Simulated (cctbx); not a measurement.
# A crystallographic session in cctbx: Pr3Cu3As4

Library: cctbx 2025.11. The data are simulated by the first script.

## 1. Simulate the data

run.py:

```python
from cctbx import adptbx, crystal, miller, sgtbx, xray
from cctbx.array_family import flex
from iotbx.shelx import hklf
from scitbx import matrix
import scitbx.random

cs = crystal.symmetry(unit_cell=(9.427, 9.427, 9.427, 90, 90, 90), space_group_symbol='Hall: I -4bd 2c 3')  # I-43d
atoms = [  # label, site, U (iso, or U11 U22 U33 U12 U13 U23 in A^2), occupancy
    ("Pr1", (0.5, 0.25, 0.125), (0.0123, 0.0123, 0.0131, 0.0000, 0.0000, 0.0000), 1),
    ("As1", (0.163, 0.163, 0.163), (0.0175, 0.0175, 0.0175, 0.0001, 0.0001, 0.0001), 1),
    ("Cu1", (0, 0.75, 0.125), (0.0200, 0.0200, 0.0209, 0.0000, 0.0000, 0.0000), 1),
]
xs = xray.structure(crystal_symmetry=cs)
for label, site, u, occ in atoms:
    u = adptbx.u_cif_as_u_star(cs.unit_cell(), u) if isinstance(u, tuple) else u
    xs.add_scatterer(xray.scatterer(label, site=site, u=u, occupancy=occ))
xs.set_inelastic_form_factors(0.71073, "sasaki")
xs.show_summary()
p1 = xs.expand_to_p1()
ms = miller.build_set(p1, anomalous_flag=True, d_min=0.77)
flex.set_random_seed(569079)
scitbx.random.set_random_seed(569079)
ms = ms.select(flex.random_double(ms.size()) < 0.9)
i = ms.structure_factors_from_scatterers(p1, algorithm="direct").f_calc().as_intensity_array().data()
i = i * 20000 / flex.max(i)
sig = flex.sqrt(i + flex.pow2(0.04 * i) + 4 ** 2)
noise = scitbx.random.variate(scitbx.random.normal_distribution())(i.size())
data = ms.array(data=i + sig * noise, sigmas=sig).set_observation_type_xray_intensity()
with open("data.hkl", "w") as f:
    data.export_as_shelx_hklf(f)
print("reflections written:", data.size(), " <I/sigma> = %.1f" % flex.mean(data.data() / data.sigmas()))
for h, a, b in list(data.sort("data"))[:12]:
    print("%4d%4d%4d %9.1f %7.1f" % (h + (a, b)))
```

```console
$ python run.py
```

```text
Number of scatterers: 3
At special positions: 3
Unit cell: (9.427, 9.427, 9.427, 90, 90, 90)
Space group: I -4 3 d (No. 220)
reflections written: 6903  <I/sigma> = 7.5
  -4   4  -4   20657.9   812.4
   4  -4  -4   20262.6   812.4
  -4   4   4   20088.3   797.4
  -4  -4   4   19940.7   812.4
   4  -4   4   19739.8   797.4
  -4  -4  -4   19602.5   797.4
   4   4   4   19553.4   812.4
   2   4   0   13475.7   510.7
   0   2  -4   13417.0   510.7
   2   0  -4   13367.8   510.7
   4  -2   0   13066.2   510.7
   0  -4  -2   12874.5   510.7
```

It took 0.26 s on 1 thread of Arm Neoverse V2, on a shared host, peak memory 0.07 GiB.

## 2. Refinement (refined in the given hand)

run.py:

```python
import math
from cctbx import adptbx, crystal, maptbx, sgtbx, xray
from cctbx.array_family import flex
from cctbx.xray import observations
from iotbx.shelx import hklf
from scitbx.lstbx import normal_eqns_solving
from smtbx import absolute_structure, utils
from smtbx.refinement import constraints, least_squares

cs = crystal.symmetry(unit_cell=(9.427, 9.427, 9.427, 90, 90, 90), space_group_symbol='Hall: I -4bd 2c 3')  # I-43d
atoms = [  # label, site, U (iso, or U11 U22 U33 U12 U13 U23 in A^2), occupancy
    ("Pr1", (0.5, 0.25, 0.125), 0.0200, 1),
    ("As1", (0.1634, 0.1634, 0.1634), 0.0200, 1),
    ("Cu1", (0, 0.75, 0.125), 0.0200, 1),
]
xs = xray.structure(crystal_symmetry=cs)
for label, site, u, occ in atoms:
    u = adptbx.u_cif_as_u_star(cs.unit_cell(), u) if isinstance(u, tuple) else u
    xs.add_scatterer(xray.scatterer(label, site=site, u=u, occupancy=occ))
xs.set_inelastic_form_factors(0.71073, "sasaki")
xs.convert_to_anisotropic()
raw = hklf.reader(file_name="data.hkl").as_miller_arrays(crystal_symmetry=cs, anomalous=True)[0]
merged = raw.eliminate_sys_absent().merge_equivalents()
fo2 = merged.array().set_observation_type_xray_intensity()
print("Rint %.3f, %d unique reflections to %.2f A" % (merged.r_int(), fo2.size(), fo2.d_min()))
for sc in xs.scatterers():
    sc.flags.set_grad_site(True)
    sc.flags.set_grad_u_aniso(sc.flags.use_u_aniso())
    sc.flags.set_grad_u_iso(sc.flags.use_u_iso())
obs = fo2.as_xray_observations()
extra = {}
rep = constraints.reparametrisation(xs, [], utils.connectivity_table(xs), **extra)
ls = least_squares.crystallographic_ls(obs, rep, weighting_scheme=least_squares.mainstream_shelx_weighting(a=0, b=0))
print("cycle     R1     wR2    GooF  max shift (A)")
for cycle in range(8):
    ls.build_up()
    r1, wr2, goof = ls.r1_factor(cutoff_factor=2)[0], ls.wR2(), ls.goof()
    old = xs.sites_cart()
    normal_eqns_solving.levenberg_marquardt_iterations(ls, n_max_iterations=3, tau=1e-06, step_threshold=1e-7)
    big = flex.max((xs.sites_cart() - old).norms())
    print("%4d %7.4f %7.4f %7.3f %9.5f" % (cycle + 1, r1, wr2, goof, big))
    ls.build_up(objective_only=True)
    if abs(ls.wR2() - wr2) < 5e-5 and big < 5e-4:
        break
ls.build_up()
print("final R1 %.4f wR2 %.4f GooF %.3f  parameters %d  data/parameter %.1f" % (ls.r1_factor(cutoff_factor=2)[0], ls.wR2(), ls.goof(), ls.n_parameters, fo2.size() / ls.n_parameters))
cov = ls.covariance_matrix_and_annotations()
su = dict(zip(cov.annotations, (math.sqrt(max(v, 0)) for v in cov.matrix.matrix_packed_u_diagonal())))
a2 = cs.unit_cell().reciprocal_parameters()[0] ** -2
print("atom        x        y        z      Ueq    occ   su(xyz)  su(Uiso or U11)")
for sc in xs.scatterers():
    s = max(su.get(sc.label + k, 0) for k in (".x", ".y", ".z"))
    npd = "" if sc.is_positive_definite_u(cs.unit_cell()) else "  NPD"
    print("%-5s %8.5f %8.5f %8.5f %8.4f %6.3f %8.5f %7.4f%s" % ((sc.label,) + sc.site + (sc.u_iso_or_equiv(cs.unit_cell()), sc.occupancy, s, su.get(sc.label + ".uiso", su.get(sc.label + ".u11", 0) * a2), npd)))
fc = fo2.structure_factors_from_scatterers(xs, algorithm="direct").f_calc()
absolute_structure.flack_analysis(xs, fo2.as_xray_observations()).show()
h = absolute_structure.hooft_analysis(fo2, fc, scale_factor=ls.scale_factor())
print("Hooft y: %.3f(%.0f)  Bijvoet pairs: %d" % (h.hooft_y, 1000 * h.sigma_y, h.n_bijvoet_pairs))
fo = fo2.f_sq_as_f()
fc = fo.structure_factors_from_scatterers(xs, algorithm="direct").f_calc()
diff = fo.f_obs_minus_f_calc(1 / math.sqrt(ls.scale_factor()), fc).average_bijvoet_mates()
m = diff.fft_map(symmetry_flags=maptbx.use_space_group_symmetry, resolution_factor=0.25).apply_volume_scaling()
print("difference map: max %.2f min %.2f rms %.2f" % (m.statistics().max(), m.statistics().min(), m.statistics().sigma()))
peaks = m.peak_search(parameters=maptbx.peak_search_parameters(min_distance_sym_equiv=0.6, max_clusters=6)).all()
near = xs.closest_distances(peaks.sites(), distance_cutoff=4)
sps = cs.special_position_settings(min_distance_sym_equiv=0.5)
for k, (x, h) in enumerate(zip(peaks.sites(), peaks.heights())):
    ss = sps.site_symmetry(x)
    print("Q%-3d %7.4f %7.4f %7.4f %4d %7.2f  %.2f A from %s" % ((k + 1,) + tuple(t % 1 for t in ss.exact_site()) + (ss.multiplicity(), h, near.smallest_distances[k], xs.scatterers()[near.i_seqs[k]].label)))
```

```console
$ python run.py
```

```text
Rint 0.036, 162 unique reflections to 0.77 A
cycle     R1     wR2    GooF  max shift (A)
   1  0.0504  0.1312   9.997   0.00729
   2  0.0050  0.0126   0.958   0.00000
final R1 0.0050 wR2 0.0126 GooF 0.958  parameters 7  data/parameter 23.1
atom        x        y        z      Ueq    occ   su(xyz)  su(Uiso or U11)
Pr1    0.50000  0.25000  0.12500   0.0126  1.000  0.00000  0.0001
As1    0.16295  0.16295  0.16295   0.0174  1.000  0.00002  0.0001
Cu1    0.00000  0.75000  0.12500   0.0201  1.000  0.00000  0.0002
Flack x: 0.02(4)
Hooft y: 0.018(28)  Bijvoet pairs: 66
difference map: max 0.19 min -0.17 rms 0.05
Q1    0.0806  0.1630  0.9168   48    0.19  1.19 A from Pr1
Q2    0.0739  0.1723  0.4146   48    0.15  1.08 A from Cu1
Q3    0.0689  0.0689  0.0689   16    0.14  1.54 A from As1
Q4    0.0004  0.1810  0.1660   48    0.14  1.54 A from As1
Q5    0.0318  0.3378  0.0737   48    0.13  2.02 A from As1
Q6    0.0077  0.4923  0.5077   16    0.13  1.30 A from As1
```

Time: 0.43 s.

## 3. Refinement

run.py, as its changes from the last script of this kind:

```diff
@@ -12,3 +12,3 @@
-    ("Pr1", (0.5, 0.25, 0.125), 0.0200, 1),
-    ("As1", (0.1634, 0.1634, 0.1634), 0.0200, 1),
-    ("Cu1", (0, 0.75, 0.125), 0.0200, 1),
+    ("Pr1", (0.5, 0.75, 0.875), 0.0126, 1),
+    ("As1", (0.83705, 0.83705, 0.83705), 0.0174, 1),
+    ("Cu1", (0, 0.25, 0.875), 0.0201, 1),
```

```console
$ python run.py
```

```text
Rint 0.036, 162 unique reflections to 0.77 A
cycle     R1     wR2    GooF  max shift (A)
   1  0.0145  0.0405   3.085   0.00004
   2  0.0139  0.0398   3.036   0.00000
final R1 0.0139 wR2 0.0398 GooF 3.036  parameters 7  data/parameter 23.1
atom        x        y        z      Ueq    occ   su(xyz)  su(Uiso or U11)
Pr1    0.50000  0.75000  0.87500   0.0127  1.000  0.00000  0.0002
As1    0.83705  0.83705  0.83705   0.0174  1.000  0.00006  0.0002
Cu1    0.00000  0.25000  0.87500   0.0201  1.000  0.00000  0.0005
Flack x: 0.98(4)
Hooft y: 0.984(28)  Bijvoet pairs: 66
difference map: max 0.39 min -0.23 rms 0.06
Q1    0.0827  0.0827  0.0827   16    0.39  0.07 A from As1
Q2    0.0754  0.3275  0.9177   48    0.19  1.10 A from Cu1
Q3    0.0711  0.0746  0.6662   48    0.17  1.17 A from Pr1
Q4    0.0554  0.3458  0.5844   48    0.15  1.26 A from As1
Q5    0.0662  0.3381  0.8318   48    0.13  1.12 A from Cu1
Q6    0.0400  0.0656  0.8338   48    0.13  1.28 A from Pr1
```

Time: 0.39 s.

This run holds a fault made on purpose: the structure inverted.

## 4. Simulate the data

run.py, as its changes from the last script of this kind:

```diff
@@ -17 +17 @@
-xs.set_inelastic_form_factors(0.71073, "sasaki")
+xs.set_inelastic_form_factors(1.54184, "sasaki")
@@ -20,3 +20,3 @@
-ms = miller.build_set(p1, anomalous_flag=True, d_min=0.77)
-flex.set_random_seed(569079)
-scitbx.random.set_random_seed(569079)
+ms = miller.build_set(p1, anomalous_flag=True, d_min=0.83)
+flex.set_random_seed(246326)
+scitbx.random.set_random_seed(246326)
@@ -25,2 +25,2 @@
-i = i * 20000 / flex.max(i)
-sig = flex.sqrt(i + flex.pow2(0.04 * i) + 4 ** 2)
+i = i * 5000 / flex.max(i)
+sig = flex.sqrt(i + flex.pow2(0.02 * i) + 8 ** 2)
```

```console
$ python run.py
```

```text
Number of scatterers: 3
At special positions: 3
Unit cell: (9.427, 9.427, 9.427, 90, 90, 90)
Space group: I -4 3 d (No. 220)
reflections written: 5593  <I/sigma> = 6.2
  -4   4   4    5055.3   122.7
  -4  -4  -4    5019.4   122.7
   4  -4   4    4953.0   122.7
   4   4  -4    4922.1   122.7
   4  -4  -4    4403.0   109.4
  -4  -4   4    4393.9   109.4
  -4   4  -4    4334.8   109.4
   4   4   4    4302.6   109.4
   2  -4   0    3068.9    81.2
   0   4   2    3065.6    81.2
   0  -4  -2    3062.1    81.2
  -2  -4   0    3031.6    81.2
```

Time: 0.26 s.

## 5. Refinement (refined in the given hand)

run.py, as its changes from the last script of this kind:

```diff
@@ -12,3 +12,3 @@
-    ("Pr1", (0.5, 0.75, 0.875), 0.0126, 1),
-    ("As1", (0.83705, 0.83705, 0.83705), 0.0174, 1),
-    ("Cu1", (0, 0.25, 0.875), 0.0201, 1),
+    ("Pr1", (0.5, 0.25, 0.125), 0.0200, 1),
+    ("As1", (0.1617, 0.1617, 0.1617), 0.0200, 1),
+    ("Cu1", (0, 0.75, 0.125), 0.0200, 1),
@@ -20 +20 @@
-xs.set_inelastic_form_factors(0.71073, "sasaki")
+xs.set_inelastic_form_factors(1.54184, "sasaki")
```

```console
$ python run.py
```

```text
Rint 0.042, 130 unique reflections to 0.83 A
cycle     R1     wR2    GooF  max shift (A)
   1  0.0497  0.1106   7.628   0.02151
   2  0.0061  0.0132   0.913   0.00000
final R1 0.0061 wR2 0.0132 GooF 0.913  parameters 7  data/parameter 18.6
atom        x        y        z      Ueq    occ   su(xyz)  su(Uiso or U11)
Pr1    0.50000  0.25000  0.12500   0.0127  1.000  0.00000  0.0001
As1    0.16302  0.16302  0.16302   0.0175  1.000  0.00004  0.0002
Cu1    0.00000  0.75000  0.12500   0.0204  1.000  0.00000  0.0003
Flack x: 0.007(4)
Hooft y: 0.005(4)  Bijvoet pairs: 53
difference map: max 0.19 min -0.20 rms 0.06
Q1    0.0325  0.1866  0.6833   48    0.20  1.73 A from As1
Q2    0.9943  0.0000  0.7500   24    0.18  1.23 A from Cu1
Q3    0.0065  0.1514  0.4894   48    0.17  1.41 A from As1
Q4    0.0972  0.1092  0.3943   48    0.17  1.62 A from Cu1
Q5    0.0703  0.0703  0.0703   16    0.17  1.51 A from As1
Q6    0.0066  0.0181  0.3372   48    0.15  1.50 A from Pr1
```

Time: 0.39 s.

## 6. Simulate the data

run.py, as its changes from the last script of this kind:

```diff
@@ -17 +17 @@
-xs.set_inelastic_form_factors(1.54184, "sasaki")
+xs.set_inelastic_form_factors(0.71073, "sasaki")
@@ -20,3 +20,3 @@
-ms = miller.build_set(p1, anomalous_flag=True, d_min=0.83)
-flex.set_random_seed(246326)
-scitbx.random.set_random_seed(246326)
+ms = miller.build_set(p1, anomalous_flag=True, d_min=0.84)
+flex.set_random_seed(971625)
+scitbx.random.set_random_seed(971625)
@@ -25,2 +25,7 @@
-i = i * 5000 / flex.max(i)
-sig = flex.sqrt(i + flex.pow2(0.02 * i) + 8 ** 2)
+law = matrix.sqr((-1, 0, 0, 0, -1, 0, 0, 0, -1))
+mate = flex.miller_index([tuple(matrix.row(h) * law) for h in ms.indices()])
+i2 = ms.customized_copy(indices=mate).structure_factors_from_scatterers(p1, algorithm="direct").f_calc().as_intensity_array().data()
+i = (1 - 0.5) * i + 0.5 * i2
+i = i / flex.sqrt(1 + 0.1 * i / flex.max(i))  # extinction
+i = i * 20000 / flex.max(i)
+sig = flex.sqrt(i + flex.pow2(0.02 * i) + 15 ** 2)
```

```console
$ python run.py
```

```text
Number of scatterers: 3
At special positions: 3
Unit cell: (9.427, 9.427, 9.427, 90, 90, 90)
Space group: I -4 3 d (No. 220)
reflections written: 5330  <I/sigma> = 10.8
  -4  -4   4   20872.3   424.5
  -4   4  -4   20652.4   424.5
   4  -4  -4   20341.7   424.5
   4  -4   4   20127.6   424.5
   4   4   4   20114.0   424.5
  -4   4   4   19854.3   424.5
   4   4  -4   19592.7   424.5
  -4  -4  -4   19539.8   424.5
   0  -4   2   13263.4   280.2
  -2   4   0   13202.5   280.2
  -4  -2   0   13126.8   280.2
   4   0   2   13122.6   280.2
```

It took 0.29 s on 1 thread of Arm Neoverse V2 (shared host), peak memory 0.07 GiB.

[Logs are printed without paths, hosts, clocks, repeated set-up lines and the standing remarks that a program may print on its own settings, such as how far it seeks lower states.]
